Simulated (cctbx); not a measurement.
**Reading a Patterson map**

Space group Fd-3m (no. 227, origin choice 1), a = 10.9700 Å, b = 10.9700 Å, c = 10.9700 Å, α = 90.00°, β = 90.00°, γ = 90.00°, content Os32 W48 Ni16 C8.

The data are simulated with cctbx, not measured: synchrotron X-rays, λ = 0.6889 Å, to d = 0.6 Å, 70 % of the full sphere, strongest reflection 5000 counts, noise from counting, a 4 % proportional error and a noise floor of 8 counts (s.d.); no absorption, some extinction.

Patterson synthesis, origin scaled to 1000:

```text
Patterson group F m -3 m
      u       v       w   height  length (A)
  0.000   0.000   0.000   1000.0     0.00
  0.250   0.250   0.250    279.1     4.75
  0.000   0.198   0.198    193.1     3.08
  0.094   0.094   0.406    145.7     4.69
  0.154   0.154   0.346     97.5     4.48
  0.050   0.050   0.243     92.5     2.78
  0.000   0.000   0.401     87.4     4.40
  0.082   0.082   0.217     82.7     2.70
  0.084   0.250   0.250     75.9     3.99
  0.158   0.250   0.250     40.9     4.25
  0.205   0.205   0.205     39.7     3.90
  0.125   0.125   0.174     29.1     2.72
  0.000   0.000   0.206     14.2     2.26
  0.000   0.027   0.077     11.1     0.89
```

Q: Assign the vectors.

A peak at u stands for all pairs with xi − xj = u, with weight Σ ZiZj against Σ Z² = 460512 at the origin. Peak heights follow these weights only roughly, since form factors, motion and series ripples differ, all vectors within 0.55 Å of a peak are counted as merged into it though the farther ones add only part of their weight, and F(000) is left out, which lowers the whole map:

| u | v | w | shortest length (Å) | height | 1000 ΣZiZj/ΣZ² | pairs in the cell |
| --- | --- | --- | --- | --- | --- | --- |
| 0.250 | 0.250 | 0.250 | 4.75 | 279 | 286 | 24 × W–W, 4 × C–C |
| 0.000 | 0.198 | 0.198 | 3.07 | 193 | 291 | 16 × W–W, 8 × Os–Os |
| 0.094 | 0.094 | 0.406 | 4.69 | 146 | 459 | 24 × Os–W, 24 × W–Ni, 4 × Os–Os, 8 × Os–C |
| 0.154 | 0.154 | 0.346 | 4.48 | 98 | 293 | 24 × Os–W |
| 0.050 | 0.050 | 0.243 | 2.78 | 92 | 132 | 8 × W–W, 8 × Os–Ni |
| 0.000 | 0.000 | 0.401 | 4.40 | 87 | 95 | 8 × W–W |
| 0.082 | 0.082 | 0.217 | 2.70 | 83 | 98 | 8 × Os–W |
| 0.084 | 0.250 | 0.250 | 3.99 | 76 | 108 | 8 × Os–Os, 8 × W–C |

The table stops at ten peaks or at a height of 45, below which ripples compete. In the model behind the data Os, the heaviest element, has 1 independent site: (0.3322, 0.8322, 0.3322), up to an allowed shift of origin; the Os–Os vectors are differences of these positions and their symmetry mates. Elements of similar Z can't be told apart from the map alone. The whole model:

```csv
atom,mult.,x,y,z,Ueq (Å²)
Os1,32,0.3322,0.8322,0.3322,0.0059
W1,48,0.7004,0,1/2,0.0036
Ni1,16,1/8,5/8,1/8,0.0055
C1,8,1/2,0,1/2,0.0213
```

The model is made up (kin elements in a known structure type, no relaxation), so it says nothing on whether the phase exists.

[Logs are printed without paths, hosts, clocks, repeated set-up lines and the standing remarks that a program may print on its own settings, such as how far it seeks lower states.]
